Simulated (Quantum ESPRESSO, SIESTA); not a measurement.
# In-plane stress of bcc W under biaxial strain, QE, PBEsol

Calculated with Quantum ESPRESSO 7.5: PBEsol; plane waves, GBRV 1.5 ultrasoft, 45/270 Ry; k-mesh 10×10×10. The first two cell vectors are strained alike from typed lattice constants; the third vector's length and the atoms are relaxed. The typed cell isn't stress-free: at zero strain the reference's in-plane stress is -6.1 GPa, compression positive.

```
in-plane strain (%)  in-plane stress (GPa, compression positive)
                 -4                                        19.97
                 -3                                        13.33
                 -2                                        6.617
                 -1                                        0.052
                  0                                        -6.12
                 +1                                            ?
                 +2                                       -16.75
                 +3                                       -21.12
                 +4                                       -25.05
```

**Question.** Fit a second-order form in the logarithmic strain to the rows given and interpolate to the withheld row.

**Working.**

With u = ln[(1 + ε)/(1 + ε0)], counted from the row at ε0 = +0 % where y0 = -6.12, a second-order form y = y0 + a u + b u² makes v = (y − y0)/u a line in u.

| u | v |
| --- | --- |
| -0.0408220 | -639.116 |
| -0.0304592 | -638.559 |
| -0.0202027 | -630.460 |
| -0.0100503 | -614.109 |
| 0.0198026 | -536.797 |
| 0.0295588 | -507.463 |
| 0.0392207 | -482.653 |

With n = 7: mean u = -0.00185030, mean v = -578.451, Σ(u − ū)² = 0.0058835, Σ(u − ū)(v − v̄) = 12.397. Slope b = 12.397 / 0.0058835 = 2107.0; intercept a = v̄ − b ū = -574.55.

At the withheld row u = 0.009950, v = a + b u = -553.6, and y = y0 + u v.

Prediction at +1: -11.63 GPa. The run gave -11.73 GPa, so the fit is high by 0.10 GPa (0.87 % of the value).

The first-order term gives a biaxial modulus of 575 GPa at ε0. The second-order term makes up 3.8 % of v at the withheld row. Among the rows given, the largest miss of the fit is at -4, by 0.88 GPa (1.9 % of the range of the table).

Limits: The nuclei are static. The DFT runs use Fermi–Dirac occupations of width 0.1 eV, and energies are free energies.

[Logs are printed without paths, hosts, clocks, repeated set-up lines and the standing remarks that a program may print on its own settings, such as how far it seeks lower states.]

[Hosts, paths, dates, database ids (printed as entryN), source tags and the programs' standing remarks are cut or masked in the printed files.]
